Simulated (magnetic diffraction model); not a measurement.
## Which magnetic order? MnAg2Br2Cl2

Space group I4/mmm (no. 139), a = 4.8790 Å, c = 15.5230 Å.

| site | atom | x | y | z |
| --- | --- | --- | --- | --- |
| 4e | Ag | 1/2 | 1/2 | 0.1365 |
| 4c | Br | 1/2 | 0 | 0 |
| 2a | Mn | 0 | 0 | 0 |
| 4e | Cl | 1/2 | 1/2 | 0.3439 |

This is a made-up structure (elements placed in a structure type, unrelaxed), so the numbers test the method and describe no known phase.

Only Mn is taken to order (form factors of Mn2+); orders and moment sizes are assumed, and not adapted to the symmetry. Radiation: neutrons of λ = 4.2 Å, 3° to 80°; isotropic B of 0.34 Å² (Ag), 0.47 Å² (Br), 0.56 Å² (Mn) and 0.65 Å² (Cl). Simulated constant-wavelength pattern: nuclear and magnetic terms add, the magnetic one as |2.695 fm × Σ f S⊥ exp(2πi Q·r) exp(−B s²)|², summed over all Q at one angle with the factor 1/(sin²θ cos θ). For collinear order S is the moment m, which repeats by lattice and centring translations R with the sign exp(−2πi k·R). Free-ion form factors, Sears's scattering lengths of 1992, no absorption; a label names one of the reflections at its angle. The strongest nuclear line in the range is 100, and lines under 0.2 are left out.

Above the ordering temperature:

| 2θ (°) | index | I |
| --- | --- | --- |
| 31.40 | (0 0 2) | 0.5 |
| 53.64 | (1 0 1) | 0.7 |
| 65.52 | (0 0 4) | 42.2 |
| 72.54 | (1 0 3) | 100.0 |
| 74.99 | (1 1 0) | 57.8 |

Below it (cell unchanged):

```
2θ (°)      I
 31.40    0.5
 53.64   93.7
 65.52   42.2
 72.54  128.9
 74.99   83.4
```

**Question.** Find the propagation vector, then choose among these models:
A. collinear moments along [101], 4.23 μB on Mn
B. collinear moments along [001], 4.23 μB on Mn
C. collinear moments along [110], 4.23 μB on Mn

No line moves, and magnetic intensity falls on nuclear lines such as the one at 53.64°, so the magnetic cell equals the chemical primitive cell: k = 0.

Magnetic intensity, observed (below minus above) and for each model:

| 2θ (°) | index | observed | A | B | C |
| --- | --- | --- | --- | --- | --- |
| 31.40 | (0 0 2) | <0.2 | 7.0 | <0.2 | 77.9 |
| 53.64 | (1 0 1) | 93.0 | 89.6 | 93.0 | 55.7 |
| 65.52 | (0 0 4) | <0.2 | 1.5 | <0.2 | 16.8 |
| 72.54 | (1 0 3) | 28.9 | 30.0 | 28.9 | 40.2 |
| 74.99 | (1 1 0) | 25.6 | 24.4 | 25.6 | 12.8 |

Model B matches.

The absence at (0 0 2) is telling: Q lies along the moments there, so the part normal to Q vanishes.

The structure used: k = (0 0 0), collinear moments along [001], 4.23 μB on Mn.

[Logs are printed without paths, hosts, clocks, repeated set-up lines and the standing remarks that a program may print on its own settings, such as how far it seeks lower states.]
